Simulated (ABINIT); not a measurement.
## Sr2H3I (P-3m1): a self-consistent loop beyond G0W0, cycle by cycle

Aim: iterate the self-energy on Sr2H3I (P-3m1) and follow the gap from cycle to cycle.

Main program and level: ABINIT 10.8.3; LDA and many-body steps on it, plane waves.

### Step 1. Set-up

The structure is trigonal, space group P-3m1 (No. 164). Conventional cell: a = 4.243 Å, b = 4.243 Å, c = 7.683 Å, α = 90.00°, β = 90.00°, γ = 120.00°. Nearest to Sr lie 7 H at 2.47 to 2.81 Å and 3 I at 3.48 Å. Nearest to H lie 6 H at 2.68 Å and 6 Sr at 2.81 Å. Nearest to H lie 4 Sr at 2.47 Å. I has 6 Sr at 3.48 Å nearest. Farther neighbours and most contacts between anions are not listed.

The cell and positions are those that the Materials Project relaxed with its own functionals (PBE, PBE+U or r2SCAN), kept fixed. Spin-orbit coupling is left out unless a step names it.

### Step 2. Empty states on the mesh, 3×3×2 mesh, 176 bands

This step: ABINIT 10.8.3; DFT, LDA, plane waves, norm-conserving pseudopotentials.

The sums over transitions need many empty states on a uniform mesh; this step solves for them.

The input, run.abi:

```
acell 3*1.0 Angstrom
rprim 
  4.242728767114 -0.000000000028 0.000000000000
  -2.121364383533 3.674310893702 0.000000000000
  0.000000000000 0.000000000000 7.682747430000
ntypat 3
znucl 38 1 53
natom 6
typat 1 1 2 2 2 3
xred 
  0.666666666667 0.333333333333 0.678655290000
  0.333333333333 0.666666666667 0.321344710000
  0.000000000000 0.000000000000 0.500000000000
  0.666666666667 0.333333333333 0.357251500000
  0.333333333333 0.666666666667 0.642748500000
  0.000000000000 0.000000000000 0.000000000000
pp_dirpath "pseudos"
pseudos "Sr.upf, H.upf, I.upf"
ecut 31
ngkpt 3 3 2
nshiftk 1
shiftk 0 0 0
kptopt 1
chksymbreak 0
iscf -2
irdden 1
istwfk *1
nband 176
nbdbuf 16
tolwfr 1e-09
nstep 60
prtvol 0
indata_prefix "in"
outdata_prefix "out"
tmpdata_prefix "tmp"
```

Started as:

```sh
$ OMP_NUM_THREADS=1 mpirun -n 4 abinit run.abi > log
```

Numbers of over 12 decimals in the logs are rounded to 6 here.

The log of the run:

```text
.Version 10.8.3 of ABINIT. v10.8.2 released Aug 2026.

 Symmetries : space group P-3 m 1 (#164); Bravais hP (primitive hexag.)
[... echo of the input left out ...]
== DATASET  1 ==================================================================
-   mpi_nproc: 4, omp_nthreads: 1 (-1 if OMP is not activated)

--- !DatasetInfo
iteration_state: {dtset: 1, }
dimensions: {natom: 6, nkpt: 6, mband: 176, nsppol: 1, nspinor: 1, nspden: 1, mpw: 6684, }
cutoff_energies: {ecut:  31.0, pawecutdg:  -1.0, }
[...]
2.36258    2.37782    2.39885    2.40805    2.40805    2.41388    2.41774    2.41774
   2.44020    2.44722    2.44725    2.46598    2.46637    2.47130    2.48193    2.48475
 prteigrs : prtvol=0 or 1, do not print more k-points.

== END DATASET(S) ==============================================================
================================================================================

 -outvars: echo values of variables after computation  --------
            nband         176
             nkpt           6
          spgroup         164
 [... the other variables as echoed above ...]

 Calculation completed.
```

The job ended after 98 s (4 MPI ranks of Arm Neoverse V1, shared host; peak memory 0.44 GiB).

This step gave:

```
gap                                                           : 1.866 eV
k of the valence top                                          : 0, 0, 0.5
k of the conduction bottom                                    : 0.3333, 0.3333, 0
least direct gap                                              : 2.319 eV
k points computed                                             : 6
lowest point of the top converged band, above the valence top : 56.8538 eV
```

On this mesh the gap is 1.866 eV.

The density comes from a self-consistent run that is not shown.

### Step 3. Screening, 3×3×2 mesh, 160 bands, screening to 130.6 eV

The RPA dielectric matrix is built and inverted for each q.

This step: RPA screening on LDA, plane waves, norm-conserving pseudopotentials.

Edit run.abi of step 2 so:

```diff
@@ -24,10 +24,11 @@
 chksymbreak 0
-iscf -2
-irdden 1
 istwfk *1
-nband 176
-nbdbuf 16
-tolwfr 1e-09
-nstep 60
-prtvol 0
+occopt 1
+irdwfk 1
+optdriver 3
+nband 160
+ecuteps 4.8
+inclvkb 2
+awtr 1
+symchi 1
 indata_prefix "in"
```

The log of the run:

```text
.Version 10.8.3 of ABINIT. v10.8.2 released Aug 2026.

 Symmetries : space group P-3 m 1 (#164); Bravais hP (primitive hexag.)
[... echo of the input left out ...]
== DATASET  1 ==================================================================
-   mpi_nproc: 4, omp_nthreads: 1 (-1 if OMP is not activated)

--- !DatasetInfo
iteration_state: {dtset: 1, }
dimensions: {natom: 6, nkpt: 6, mband: 160, nsppol: 1, nspinor: 1, nspden: 1, mpw: 6684, }
cutoff_energies: {ecut:  31.0, pawecutdg:  -1.0, }
electrons: {nelect:   3.00000000E+01, charge:   0.00000000E+00, occopt:   1.00000000E+00, tsmear:   1.00000000E-02, }

 SCREENING: Calculation of the susceptibility and dielectric matrices

 Based on a program developped by R.W. Godby, V. Olevano, G. Onida, and L. Reining.
 Incorporated in ABINIT by V. Olevano, G.-M. Rignanese, and M. Torrent.
.Using double precision arithmetic ; gwpc =  8

[... cell and pseudopotentials left out ...]
--------------------------------------------------------------------------------

 ==== K-mesh for the wavefunctions ====
 Number of points in the irreducible wedge :     6
[... list of points left out ...]
 Together with 12 symmetry operations and time-reversal symmetry
 yields    18 points in the full Brillouin Zone.

 ==== Q-mesh for the screening function ====
 Number of points in the irreducible wedge :     6
[... list of points left out ...]
 Together with 12 symmetry operations and time-reversal symmetry
 yields    18 points in the full Brillouin Zone.

 setmesh: FFT mesh size selected  =    25x   25x   54
          total number of points  =        33750

 vcoul_init : cutoff-mode = AUXILIARY_FUNCTION
 q-points for optical limit:   1
     1)      0.000010    0.000020    0.000030

- screening: taking advantage of time-reversal symmetry
- Maximum band index for partially occupied states nbvw = 15
- Remaining bands to be divided among processors   nbcw = 145
- Number of bands treated by each node ~36

 Number of electrons calculated from density =   30.0000; Expected =   30.0000
 average of density, n =  0.037118
 r_s =    1.8597
 omega_plasma =   18.5844 [eV]

 calculating chi0 at frequencies [eV] :
  1    0.000000E+00    0.000000E+00
  2    0.000000E+00    1.858442E+01

--------------------------------------------------------------------------------
  q-point number  1        q = ( 0.000000, 0.000000, 0.000000) [r.l.u.]
--------------------------------------------------------------------------------
[... chi0 elements left out ...]
 For q-point:  0.000010 0.000020 0.000030
  dielectric constant =   5.5162
  dielectric constant without local fields =   6.2410

  Average fulfillment of the sum rule on Im[epsilon] for q-point    1 :     86.76  [%]
[... wings left out ...]
  q-point number  2        q = ( 0.333333, 0.000000, 0.000000) [r.l.u.]
--------------------------------------------------------------------------------
[... chi0 elements left out ...]
  Average fulfillment of the sum rule on Im[epsilon] for q-point    2 :     89.63  [%]

 [... 4 further q-points ...]
```

Run time: 45 s. Hardware: 4 MPI ranks; peak memory 1.2 GiB.

Numbers from this step:

| Quantity | Value |
| --- | --- |
| ε∞ with local fields, on this mesh, along the program's q direction | 5.516 |
| the same without local fields | 6.241 |
| plasma frequency | 18.58 eV |
| plane waves in the screening matrix | 387 |

Local fields lower ε∞ by 12 %. On a Γ-centred mesh this coarse the value itself is usually too large, while a short band sum pulls it down.

### Step 4. G0W0

The self-energy is evaluated for the states that the input lists, and the levels follow from it, in one-shot runs by the linearised quasiparticle equation.

This step: G0W0 on LDA, plane waves, norm-conserving pseudopotentials.

Edit run.abi of step 3 so:

```diff
@@ -27,8 +27,19 @@
 irdwfk 1
-optdriver 3
+optdriver 4
 nband 160
+gwcalctyp 0
+ecutsigx 31
+symsigma 1
+nkptgw 3
+kptgw 
+  0.0000000000 0.0000000000 0.5000000000
+  0.3333333333 0.3333333333 0.0000000000
+  0.0000000000 0.0000000000 0.0000000000
+bdgw 
+  13 18
+  14 17
+  13 18
 ecuteps 4.8
-inclvkb 2
-awtr 1
-symchi 1
+irdscr 1
+ppmodel 1
 indata_prefix "in"
```

The log of the run:

```text
.Version 10.8.3 of ABINIT. v10.8.2 released Aug 2026.

 Symmetries : space group P-3 m 1 (#164); Bravais hP (primitive hexag.)
[... echo of the input left out ...]
== DATASET  1 ==================================================================
-   mpi_nproc: 4, omp_nthreads: 1 (-1 if OMP is not activated)

--- !DatasetInfo
iteration_state: {dtset: 1, }
dimensions: {natom: 6, nkpt: 6, mband: 160, nsppol: 1, nspinor: 1, nspden: 1, mpw: 6684, }
cutoff_energies: {ecut:  31.0, pawecutdg:  -1.0, }
electrons: {nelect:   3.00000000E+01, charge:   0.00000000E+00, occopt:   1.00000000E+00, tsmear:   1.00000000E-02, }

 SIGMA: Calculation of the GW corrections

 Based on a program developped by R.W. Godby, V. Olevano, G. Onida, and L. Reining.
 Incorporated in ABINIT by V. Olevano, G.-M. Rignanese, and M. Torrent.
.Using double precision arithmetic ; gwpc =  8

[... cell and pseudopotentials left out ...]
--------------------------------------------------------------------------------

 ==== K-mesh for the wavefunctions ====
 Number of points in the irreducible wedge :     6
[... list of points left out ...]
 Together with 12 symmetry operations and time-reversal symmetry
 yields    18 points in the full Brillouin Zone.

 ==== Q-mesh for screening function ====
 Number of points in the irreducible wedge :     6
[... list of points left out ...]
 Together with 12 symmetry operations and time-reversal symmetry
 yields    18 points in the full Brillouin Zone.

 vcoul_init : cutoff-mode = AUXILIARY_FUNCTION
 q-points for optical limit:   1
     1)      0.000010    0.000020    0.000030
 setmesh: FFT mesh size selected  =    36x   36x   75
          total number of points  =        97200

 Number of electrons calculated from density =   30.0000; Expected =   30.0000
 average of density, n =  0.037118
 r_s =    1.8597
 omega_plasma =   18.5844 [eV]

 === KS Band Gaps ===
  >>>> For spin  1
   Minimum direct gap =   2.3194 [eV], located at k-point      :   0.0000  0.0000  0.5000
   Fundamental gap    =   1.8666 [eV], Top of valence bands at :   0.0000  0.0000  0.5000
                                       Bottom of conduction at :   0.3333  0.3333  0.0000
 SIGMA fundamental parameters:
 PLASMON POLE MODEL  1
 number of plane-waves for SigmaX                 6655
 number of plane-waves for SigmaC and W            387
 number of plane-waves for wavefunctions          6655
 number of bands                                   160
 number of independent spin polarizations            1
 number of spinorial components                      1
 number of k-points in IBZ                           6
 number of q-points in IBZ                           6
 number of symmetry operations                      12
 number of k-points in BZ                           18
 number of q-points in BZ                           18
 number of frequencies for dSigma/dE                 9
 frequency step for dSigma/dE [eV]                0.25
 number of omega for Sigma on real axis              0
 max omega for Sigma on real axis  [eV]           0.00
 zcut for avoiding poles [eV]                     0.10

 EPSILON^-1 parameters (SCR file):
 dimension of the eps^-1 matrix on file            387
 dimension of the eps^-1 matrix used               387
 number of plane-waves for wavefunctions          6655
 number of bands                                   160
 number of q-points in IBZ                           6
 number of frequencies                               2
 number of real frequencies                          1
 number of imag frequencies                          1

 matrix elements of self-energy operator (all in [eV])

 Perturbative Calculation

--- !SelfEnergy_ee
iteration_state: {dtset: 1, }
kpoint     : [   0.000,    0.000,    0.500, ]
spin       : 1
KS_gap     :    2.319
QP_gap     :    3.966
Delta_QP_KS:    1.646
data: !SigmaeeData |
     Band     E0 <VxcDFT>   SigX SigC(E0)      Z dSigC/dE  Sig(E)    E-E0       E
       13   2.488 -11.332 -14.038   1.701   0.800  -0.251 -12.136  -0.804   1.685
       14   2.488 -11.332 -14.038   1.701   0.800  -0.251 -12.136  -0.804   1.685
       15   4.994 -10.962 -13.383   1.417   0.783  -0.277 -11.748  -0.786   4.208
       16   7.314  -8.552  -3.978  -3.534   0.827  -0.209  -7.692   0.860   8.174
       17   7.435  -9.944  -4.921  -3.651   0.817  -0.224  -8.823   1.121   8.555
       18   7.435  -9.944  -4.921  -3.651   0.817  -0.224  -8.823   1.121   8.555

--- !SelfEnergy_ee
iteration_state: {dtset: 1, }
kpoint     : [   0.333,    0.333,    0.000, ]
spin       : 1
KS_gap     :    4.518
QP_gap     :    6.375
Delta_QP_KS:    1.857
data: !SigmaeeData |
     Band     E0 <VxcDFT>   SigX SigC(E0)      Z dSigC/dE  Sig(E)    E-E0       E
[...]
--- !SelfEnergy_ee
iteration_state: {dtset: 1, }
kpoint     : [   0.000,    0.000,    0.000, ]
spin       : 1
KS_gap     :    2.689
QP_gap     :    4.365
Delta_QP_KS:    1.676
data: !SigmaeeData |
     Band     E0 <VxcDFT>   SigX SigC(E0)      Z dSigC/dE  Sig(E)    E-E0       E
[...]
16   7.567  -9.019  -4.311  -3.592   0.822  -0.216  -8.101   0.918   8.485
       17   7.653 -10.364  -5.050  -3.803   0.814  -0.228  -9.134   1.230   8.883
       18   7.653 -10.364  -5.050  -3.803   0.814  -0.228  -9.134   1.230   8.883

== END DATASET(S) ==============================================================
================================================================================

 -outvars: echo values of variables after computation  --------
           etotal      0.0000000000E+00
            nband         160
             nkpt           6
          spgroup         164
 [... the other variables as echoed above ...]

 Calculation completed.
```

Run time: 34 s. Hardware: 4 MPI ranks; peak memory 1.2 GiB.

This step gave:

```
G0W0 gap on the points computed              : 3.623 eV
starting gap on the mesh                     : 1.866 eV
k of the valence top                         : 0, 0, 0.5
k of the conduction bottom                   : 0.3333, 0.3333, 0
Z at the valence top                         : 0.783
Z at the conduction bottom                   : 0.82
least direct G0W0 gap on the computed points : 3.966 eV
```

The gap on the mesh goes from 1.87 eV to 3.62 eV, a correction of +1.76 eV.

### Step 5. evGW0, cycle 1

This step: evGW0 on LDA, plane waves, norm-conserving pseudopotentials.

Edit run.abi of step 4 so:

```diff
@@ -29,14 +29,20 @@
 nband 160
-gwcalctyp 0
+gwcalctyp 10
 ecutsigx 31
 symsigma 1
-nkptgw 3
+nkptgw 6
 kptgw 
+  0.0000000000 0.0000000000 0.0000000000
+  0.3333333333 0.0000000000 0.0000000000
+  0.3333333333 0.3333333333 0.0000000000
   0.0000000000 0.0000000000 0.5000000000
-  0.3333333333 0.3333333333 0.0000000000
-  0.0000000000 0.0000000000 0.0000000000
+  0.3333333333 0.0000000000 0.5000000000
+  0.3333333333 0.3333333333 0.5000000000
 bdgw 
-  13 18
-  14 17
-  13 18
+  10 24
+  10 24
+  10 24
+  10 24
+  10 24
+  10 24
 ecuteps 4.8
```

The log of the run:

```text
.Version 10.8.3 of ABINIT. v10.8.2 released Aug 2026.

 Symmetries : space group P-3 m 1 (#164); Bravais hP (primitive hexag.)
[... echo of the input left out ...]
== DATASET  1 ==================================================================
-   mpi_nproc: 4, omp_nthreads: 1 (-1 if OMP is not activated)

--- !DatasetInfo
iteration_state: {dtset: 1, }
dimensions: {natom: 6, nkpt: 6, mband: 160, nsppol: 1, nspinor: 1, nspden: 1, mpw: 6684, }
cutoff_energies: {ecut:  31.0, pawecutdg:  -1.0, }
electrons: {nelect:   3.00000000E+01, charge:   0.00000000E+00, occopt:   1.00000000E+00, tsmear:   1.00000000E-02, }

 SIGMA: Calculation of the GW corrections

 Based on a program developped by R.W. Godby, V. Olevano, G. Onida, and L. Reining.
 Incorporated in ABINIT by V. Olevano, G.-M. Rignanese, and M. Torrent.
.Using double precision arithmetic ; gwpc =  8

[... cell and pseudopotentials left out ...]
--------------------------------------------------------------------------------

 ==== K-mesh for the wavefunctions ====
 Number of points in the irreducible wedge :     6
[... list of points left out ...]
 Together with 12 symmetry operations and time-reversal symmetry
 yields    18 points in the full Brillouin Zone.

 ==== Q-mesh for screening function ====
 Number of points in the irreducible wedge :     6
[... list of points left out ...]
 Together with 12 symmetry operations and time-reversal symmetry
 yields    18 points in the full Brillouin Zone.

 vcoul_init : cutoff-mode = AUXILIARY_FUNCTION
 q-points for optical limit:   1
     1)      0.000010    0.000020    0.000030
 setmesh: FFT mesh size selected  =    36x   36x   75
          total number of points  =        97200

 Number of electrons calculated from density =   30.0000; Expected =   30.0000
[...]
KS_gap     :    3.984
QP_gap     :    5.651
Delta_QP_KS:    1.667
data: !SigmaeeData |
     Band     E_DFT   <VxcDFT>   E(N-1)  <Hhartree>   SigX  SigC[E(N-1)]    Z     dSigC/dE  Sig[E(N)]  DeltaE  E(N)_pert E(N)_diago
[...]
--- !SelfEnergy_ee
iteration_state: {dtset: 1, }
kpoint     : [   0.333,    0.333,    0.500, ]
spin       : 1
KS_gap     :    5.467
QP_gap     :    7.187
Delta_QP_KS:    1.720
data: !SigmaeeData |
     Band     E_DFT   <VxcDFT>   E(N-1)  <Hhartree>   SigX  SigC[E(N-1)]    Z     dSigC/dE  Sig[E(N)]  DeltaE  E(N)_pert E(N)_diago
[...]
23     9.637   -11.477     9.637    21.114    -5.524    -4.205     0.798    -0.253   -10.081     1.396    11.032    11.385
       24    10.335   -11.117    10.335    21.453    -5.062    -4.233     0.805    -0.243    -9.651     1.466    11.802    12.158

 New Fermi energy :        2.211242E-01 Ha ,    6.017095E+00 eV

 === QP Band Gaps ===
  >>>> For spin  1
   Minimum direct gap =   4.3638 [eV], located at k-point      :   0.0000  0.0000  0.5000
   Fundamental gap    =   4.0547 [eV], Top of valence bands at :   0.0000  0.0000  0.5000
                                       Bottom of conduction at :   0.3333  0.3333  0.0000

 writing QP data on file : out_QPS

 Convergence of QP corrections
 >>>>> For spin  1 <<<<<
.  kptgw no:  1; Maximum DeltaE = (   0.000   0.000) for band index:  8
.  kptgw no:  2; Maximum DeltaE = (  -0.735   0.002) for band index: 15
.  kptgw no:  3; Maximum DeltaE = (  -0.887   0.000) for band index: 15
.  kptgw no:  4; Maximum DeltaE = (  -0.934  -0.011) for band index: 10
.  kptgw no:  5; Maximum DeltaE = (  -0.719   0.002) for band index: 15
.  kptgw no:  6; Maximum DeltaE = (  -0.777   0.001) for band index: 15

== END DATASET(S) ==============================================================
================================================================================

 -outvars: echo values of variables after computation  --------
           etotal      0.0000000000E+00
            nband         160
             nkpt           6
          spgroup         164
 [... the other variables as echoed above ...]

 Calculation completed.
```

Run time: 3.9 min. Hardware: 4 MPI ranks; peak memory 1.6 GiB.

Numbers from this step:

* quasiparticle gap on the mesh: 4.054 eV
* gap of the density functional on the mesh: 1.866 eV
* k of the valence top: 0, 0, 0.5
* k of the conduction bottom: 0.3333, 0.3333, 0
* Z at the valence top: 0.783
* Z at the conduction bottom: 0.82
* least direct quasiparticle gap on the computed points: 4.364 eV

Against G0W0 in ABINIT (3×3×2 mesh, 160 bands, screening to 130.6 eV, Godby-Needs plasmon pole), the gap moves by +0.431 eV. This first cycle still uses the starting levels; it takes the full correction, at all points of the mesh, and its linearised value is 3.623 eV.

### Step 6. evGW0, cycle 2

The corrected levels of the last cycle go back in.

Edit run.abi of step 5 so:

```diff
@@ -50,2 +50,3 @@
 ppmodel 1
+irdqps 1
 indata_prefix "in"
```

The log of the run:

```text
.Version 10.8.3 of ABINIT. v10.8.2 released Aug 2026.

 Symmetries : space group P-3 m 1 (#164); Bravais hP (primitive hexag.)
[... echo of the input left out ...]
== DATASET  1 ==================================================================
-   mpi_nproc: 4, omp_nthreads: 1 (-1 if OMP is not activated)

--- !DatasetInfo
iteration_state: {dtset: 1, }
dimensions: {natom: 6, nkpt: 6, mband: 160, nsppol: 1, nspinor: 1, nspden: 1, mpw: 6684, }
cutoff_energies: {ecut:  31.0, pawecutdg:  -1.0, }
[...]
.  kptgw no:  4; Maximum DeltaE = (   0.077   0.000) for band index: 15
.  kptgw no:  5; Maximum DeltaE = (   0.064   0.002) for band index: 15
.  kptgw no:  6; Maximum DeltaE = (   0.076   0.000) for band index: 14

== END DATASET(S) ==============================================================
================================================================================

 -outvars: echo values of variables after computation  --------
           etotal      0.0000000000E+00
            nband         160
             nkpt           6
          spgroup         164
 [... the other variables as echoed above ...]

 Calculation completed.
```

Run time: 3.9 min. Hardware: 4 MPI ranks; peak memory 1.6 GiB.

Numbers from this step:

| Property | Result |
| --- | --- |
| quasiparticle gap on the mesh | 3.863 eV |
| gap of the density functional on the mesh | 1.866 eV |
| k of the valence top | 0, 0, 0.5 |
| k of the conduction bottom | 0.3333, 0.3333, 0 |
| least direct quasiparticle gap on the computed points | 4.178 eV |

Against the cycle before, the gap moves by −0.191 eV.

(Part 1 of 3 ends here.)

[Paths, hosts, dates, memory and timing lines, banners, echoed tables and standing remarks are left out of the program output.]

[Logs are printed without paths, hosts, clocks, repeated set-up lines and the standing remarks that a program may print on its own settings, such as how far it seeks lower states.]

[Runs of the session that timed out or met a known fault of the program may be left out.]

[Hosts, paths, dates, database ids (printed as entryN), source tags and the programs' standing remarks are cut or masked in the printed files.]

[G0W0 gaps are taken among the corrected bands and points alone; a level outside them can change the order at an edge.]

[Where Ansatz stands beside ABINIT at settings called matched, ABINIT's density can come from a denser mesh and the files from another edition; pairs whose starting gaps differed by over 0.03 eV were left out, so agreement reads better than it is.]
